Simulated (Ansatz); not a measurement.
**Structural relaxation of glassy CaAl2Si2O8 (156 atoms)**

Wanted: the relaxed structure of glassy CaAl2Si2O8 (156 atoms) and its electronic structure.

Calculated with Ansatz 0.2.0; Kohn-Sham DFT, PBE, PAW (set soft_2), plane waves.

Measured values to set the calculation against. A Ca0.25Al0.5Si0.5O2 glass plate was measured by high-energy x-ray diffraction at 20 K and the Si-O distance was fitted in the PDF (“Polyhedral units and network connectivity in calcium aluminosilicate glasses from high-energy x-ray diffraction”, 2000, arxiv:cond-mat/0007490): nearest Si–O distance 1.6 Å; number of O about Si 3.85; nearest Al–O distance 1.75 Å; number of O about Al 4; nearest Ca–O distance 2.36 Å (by high-energy XRD, Gaussian fit to PDF); number of O about Ca 5.2 (by high-energy XRD, Gaussian fit to PDF).

## Step 1: Starting point

The cell holds 156 atoms: 24 Al, 12 Ca, 96 O and 24 Si. Cell: a = 12.697 Å, b = 12.697 Å, c = 12.697 Å, α = 90.0°, β = 90.0°, γ = 90.0°. 156 atoms (24 Al, 12 Ca, 96 O, 24 Si) placed at random at 2.71 g/cm³, melted at 4500 K for 20 ps at fixed volume with the Morse and Coulomb pair potential with partial charges (Pedone, Malavasi, Menziani, Cormack and Segre, J. Phys. Chem. B 110, 11780 (2006)). Quenched from 4500 K to 300 K at 20 K/ps and fixed volume, held 5 ps. The density is a measured one.

Before any run, some limits are plain. The quench rate of 20 K/ps is orders of magnitude faster than experiment, which tends to freeze in extra defects. The starting topology of bonds comes from the classical model. Only the Γ point is sampled, in a cell whose shortest periodic width is 13 Å.

## Step 2: Single point at the start

The forces at the start show how far the geometry lies from a minimum of this functional.

Contents of input.yaml:

```yaml
crystal:
  lattice:
    - [12.6974, 0.0, 0.0]
    - [0.0, 12.6974, 0.0]
    - [0.0, 0.0, 12.6974]
  atoms:
    - { symbol: Al, position: [0.56658, 0.30029, 0.33782] }
    - { symbol: Al, position: [0.53277, 0.42314, 0.60613] }
    - { symbol: Al, position: [0.29479, 0.44491, 0.50195] }
    - { symbol: Al, position: [0.64393, 0.75861, 0.45391] }
    - { symbol: Al, position: [0.40032, 0.09481, 0.91213] }
    - { symbol: Al, position: [0.52069, 0.45532, 0.18928] }
    - { symbol: Al, position: [0.94647, 0.02836, 0.01197] }
    - { symbol: Al, position: [0.36113, 0.63412, 0.23166] }
    - { symbol: Al, position: [0.86659, 0.52799, 0.28721] }
    - { symbol: Al, position: [0.51829, 0.54137, 0.42022] }
    - { symbol: Al, position: [0.29847, 0.29778, 0.05561] }
    - { symbol: Al, position: [0.28475, 0.7871, 0.56] }
    - { symbol: Al, position: [0.72964, 0.13894, 0.97939] }
    - { symbol: Al, position: [0.02284, 0.9352, 0.37118] }
    - { symbol: Al, position: [0.76051, 0.89301, 0.01958] }
    - { symbol: Al, position: [0.806, 0.02039, 0.80943] }
    - { symbol: Al, position: [0.26535, 0.42095, 0.77013] }
    - { symbol: Al, position: [0.32884, 0.76506, 0.98311] }
    - { symbol: Al, position: [0.09729, 0.56529, 0.21111] }
    - { symbol: Al, position: [0.80941, 0.84304, 0.26873] }
    - { symbol: Al, position: [0.61629, 0.92101, 0.6709] }
    - { symbol: Al, position: [0.41672, 0.82093, 0.39974] }
    - { symbol: Al, position: [0.5501, 0.80766, 0.87866] }
    - { symbol: Al, position: [0.56637, 0.01407, 0.07736] }
    - { symbol: Ca, position: [0.92488, 0.69572, 0.4396] }
    - { symbol: Ca, position: [0.81994, 0.78392, 0.79286] }
    - { symbol: Ca, position: [0.10298, 0.1555, 0.1587] }
    - { symbol: Ca, position: [0.56986, 0.99663, 0.30865] }
    - { symbol: Ca, position: [0.9412, 0.69953, 0.07852] }
    - { symbol: Ca, position: [0.51721, 0.70167, 0.63833] }
    - { symbol: Ca, position: [0.40441, 0.96756, 0.68078] }
    - { symbol: Ca, position: [0.9605, 0.21374, 0.45514] }
    [... 118 atom lines left out ...]
    - { symbol: Si, position: [0.78144, 0.44347, 0.51202] }
    - { symbol: Si, position: [0.26747, 0.0176, 0.41341] }
    - { symbol: Si, position: [0.10195, 0.26846, 0.90021] }
    - { symbol: Si, position: [0.26148, 0.666, 0.77392] }
    - { symbol: Si, position: [0.5464, 0.54537, 0.84228] }
    - { symbol: Si, position: [0.69668, 0.22843, 0.78303] }
kpoints:
  mp_grid: { grid: [1, 1, 1] }
hamiltonian:
  xc: pbe
scf:
  occupations: { method: fixed }
output:
  forces: true
  stress: true
  populations: true
  dos:
    method: { smearing: { sigma: 0.1 } }
    de: 0.1
    projected: { site_lists: { Al: [Al], Ca: [Ca], O: [O], Si: [Si] } }
  eigenvalues: true
```

Started as:

```console
$ ansatz run input.yaml --threads 4 --pin off --max-ram 8192MiB --backend cpu --events-out ev --progress --plain --runs-dir out
```

Numbers of over 12 decimals in the logs are rounded to 6 here.

The program printed:

```text
Engine: ansatz 0.2.0, aarch64-unknown-linux-gnu
Pseudopotentials: kind: paw
Pseudopotential: Al, paw, valence charge 3, recommended cutoff 420 eV (normal), Al.paw.azcp
Pseudopotential: Ca, paw, valence charge 10, recommended cutoff 420 eV (normal), Ca.paw.azcp
Pseudopotential: O, paw, valence charge 6, recommended cutoff 420 eV (normal), O.paw.azcp
Pseudopotential: Si, paw, valence charge 4, recommended cutoff 420 eV (normal), Si.paw.azcp
[... 5 lines on functional and potentials left out ...]
Crystal: 156 atoms, lattice volume = 2047.125 Å³
Basis set: ecut = 420 eV, 40099 PW (Γ), exchange–correlation on 180×180×180 points (8 copies of the dense FFT grid, shifted against one another)
Bands: 588, of which v1, the nominal top of the filled ones, is band 432 counted from 1 (431 counted from 0)
Symmetry: 1 space group operations
Space group: P1 (ITA 1), of the structure as read, at distance tolerance 1.3e-4 Å
k-points: 1
[... 9 lines on functional and potentials left out ...]
Initial density: superposition of atomic densities (neutral atoms: chi_scale 0, normalization atom), corrected by the library's trained network
Initial wavefunctions: pseudopotential atomic-orbital guess
Functional: x = pbe(κ = 0.804, μ = 0.219515), c = pbe(β = 0.066725)
SCF iter   1: F=—  HF=-104628.013754 eV  |F-HF|=—  |Δ(HF+E_count)|=         —  Δρ=2.18e-3  dr2=1.20e-1  ethr=1.77e-3  ⟨swp⟩=6.0  Hψ=2104  notcnv=0  defer=154
preconditioner: auto → Resta (q_TF=auto, 2.363 Å⁻¹)  ε∞=3.3  [insulator: Δε(μ)=3.482 eV  Ē_g=15.778 eV  n_scr=460 (ndim 8)  ℏωp=23.8 eV  f_vac=0.100  ε∞_Penn≈3.3]
SCF iter   2: F=—  HF=-104628.037115 eV  |F-HF|=—  |Δ(HF+E_count)|=   2.34e-2  Δρ=1.15e-3  dr2=2.82e-2  ethr=1.39e-5  ⟨swp⟩=3.0  Hψ=1091  notcnv=0  defer=154
SCF iter   3: F=—  HF=-104628.041163 eV  |F-HF|=—  |Δ(HF+E_count)|=   4.05e-3  Δρ=4.96e-4  dr2=7.91e-3  ethr=3.26e-6  ⟨swp⟩=2.0  Hψ=740  notcnv=0  defer=154
SCF iter   4: F=—  HF=-104628.041877 eV  |F-HF|=—  |Δ(HF+E_count)|=   7.14e-4  Δρ=1.80e-4  dr2=7.01e-4  ethr=9.15e-7  ⟨swp⟩=2.0  Hψ=740  notcnv=0  defer=154
SCF iter   5: F=—  HF=-104628.041893 eV  |F-HF|=—  |Δ(HF+E_count)|=   1.57e-5  Δρ=9.26e-5  dr2=1.77e-4  ethr=8.11e-8  ⟨swp⟩=2.0  Hψ=730  notcnv=0  defer=154
SCF iter   6: F=—  HF=-104628.041928 eV  |F-HF|=—  |Δ(HF+E_count)|=   3.52e-5  Δρ=5.04e-5  dr2=4.74e-5  ethr=2.05e-8  ⟨swp⟩=3.0  Hψ=792  notcnv=0  defer=154
SCF iter   7: F=—  HF=-104628.041746 eV  |F-HF|=—  |Δ(HF+E_count)|=   1.82e-4  Δρ=1.38e-5  dr2=3.85e-6  ethr=5.48e-9  ⟨swp⟩=2.0  Hψ=1014  notcnv=0  defer=154
SCF iter   8: F=—  HF=-104628.041749 eV  |F-HF|=—  |Δ(HF+E_count)|=   2.40e-6  Δρ=9.07e-6  dr2=1.53e-6  ethr=4.46e-10  ⟨swp⟩=2.0  Hψ=848  notcnv=0  defer=154
SCF iter   9: F=-104628.041749 eV  HF=-104628.041749 eV  |F-HF|=3.53e-8  |Δ(HF+E_count)|=   2.47e-7  Δρ=2.01e-6  dr2=8.50e-8  ethr=1.16e-11  ⟨swp⟩=18.0  Hψ=4908  notcnv=0
SCF 1 converged in 9 iterations: F = -104628.041749 eV  dr2 = 8.50e-8
  greatest PAW one-centre occupation: 0.995 electrons in one spin orbital (limit 2), on the Ca atom at site 30 (counted from 0), in its partial waves of l = 0
SCF converged after 9 iterations
Free energy (F): -104628.041749 eV
Harris-Foulkes:  -104628.041749 eV  (|F-HF|=3.53e-8)
Internal energy: -104628.041749 eV  (E = F + TS)
E sigma→0 (E₀):  -104628.041749 eV
Fermi energy:    4.389236 eV
--- Per-component energies (eV) ---
  E_band       = -4064.758417
  E_kinetic    = 22163.698301
  E_local      = -55697.762471  (includes V_loc(G=0)·N_el)
  E_nonlocal   = 6200.910928
  E_hartree    = 20381.856228
  E_xc         = -11113.262900
  E_vxc        = -13046.508568  (∫ρ·V_xc dr)
  E_paw        = -49086.760822  (= ΣΔE_a)
  E_vpaw       = -4449.049491  (= ΣTr[D̂ρ^β])
  E_aug_tail   = 0.244125  (compensation charges beyond the density's cutoff)
  E_ewald      = -37476.965138
  E_smearing   = -0.000000  (= −TS)
  E_closure    = -0.000000  (closes the sum)
  Σ components = -104628.041749   (vs F -104628.041749, Δ=0.00e0)
--- Forces (eV/Å), atoms counted from 1 ---
  atom   1  Al     0.39198253     0.13702793     0.25371870
  atom   2  Al    -0.45505245     0.18666874     1.36817841
  atom   3  Al     0.88978515     0.11444098    -0.41788510
  atom   4  Al    -0.56142510     0.39681490    -0.24844970
  atom   5  Al    -0.84084710    -0.11000147     1.13587851
  atom   6  Al    -0.51281175     0.10287301    -0.15060428
  atom   7  Al    -0.24838743     0.25364183    -0.53116920
  atom   8  Al    -1.50748480     0.82630036    -0.07940381
  atom   9  Al    -2.72705305    -2.16424282     0.14547180
  atom  10  Al    -1.75174348     0.26136015    -0.94183087
  atom  11  Al    -0.29573394    -3.58889234     0.44929146
  atom  12  Al    -2.86822488    -2.30520160     0.58982838
  atom  13  Al     1.11157811    -0.78493089     1.34187089
  atom  14  Al     1.31965765     0.53496070     1.25819800
[...]
atom 155  Si    -1.32044065     0.93363113     1.25379828
  atom 156  Si     0.88820833     0.98430791    -1.55724095
  max |Σ_I F_I| component: 2.16e-4 eV/Å
--- Stress (GPa, compression-positive) ---
        4.460373       0.032597       0.620460
        0.032609       6.810633       0.032826
        0.620461       0.032836       2.186723
  P = ⅓ Tr σ = 4.4859 GPa (44.859 kbar)
--- Band table (eV) ---
  k-point 0: bands = ["-35.9363", "-35.7680", "-35.4574", "-34.8469", [... 572 levels ...], "13.6710", "13.7154", "13.7333", "13.7511", "13.7752", "13.8347", "13.8811", "13.8910", "13.9111", "13.9161", "13.9831", "13.9873"]
--- Löwdin populations: 156 sites ---
  site symbol       q [e]
     0     Al      1.6837
     1     Al      1.6769
     2     Al      1.6550
[...]
155     Si      2.2242
  spilling = 0.012169 (of n_electrons = 864.000000)
```

The job ended after 75 s (4 threads of Arm Neoverse V1, shared host; peak memory 3.2 GiB; 4.9 min of CPU time).

The column dr2 measures how far the density is from self-consistency, as an energy; F and HF (Harris–Foulkes) agree once it is small.

The run gave:

```yaml
free_energy: -104628.0417 eV
free_energy_per_atom: -670.6926 eV/atom
scf_cycles: 9
pressure: 4.486 GPa
r_m_s_force_component: 1.256 eV/Å
longest_force: 5.076 eV/Å
fermi_energy: 4.389 eV
spacing_of_highest_filled_and_lowest_empty_level: 3.441 eV
spilling_of_the_projection: 0.01217
```

The r.m.s. force component of 1.3 eV/Å and the pressure of 4.5 GPa set the starting point.

Neighbours are counted within 2.33 Å (O-Al), 2.12 Å (O-Si), 3.12 Å (O-Ca).

Length of the force by element and coordination:

```csv
element,coordination,atoms,mean length of the force (eV/Å),spread,least,most
Al,all,24,1.87,0.980,0.487,3.73
Ca,all,12,0.747,0.418,0.238,1.83
Ca,5,5,0.866,0.516,0.357,1.83
Ca,6,3,0.433,0.143,0.238,0.577
Ca,7,4,0.832,0.275,0.464,1.20
O,all,96,1.88,1.02,0.364,5.08
O,2,35,1.83,1.17,0.364,5.08
O,3,51,1.97,0.905,0.369,4.08
O,4,10,1.61,0.994,0.534,3.83
Si,all,24,2.55,1.05,0.807,4.87
```

(Continued in part 2 of 3.)

[Logs are printed without paths, hosts, clocks, repeated set-up lines and the standing remarks that a program may print on its own settings, such as how far it seeks lower states.]

[Hosts, paths, dates, database ids (printed as entryN), source tags and the programs' standing remarks are cut or masked in the printed files.]
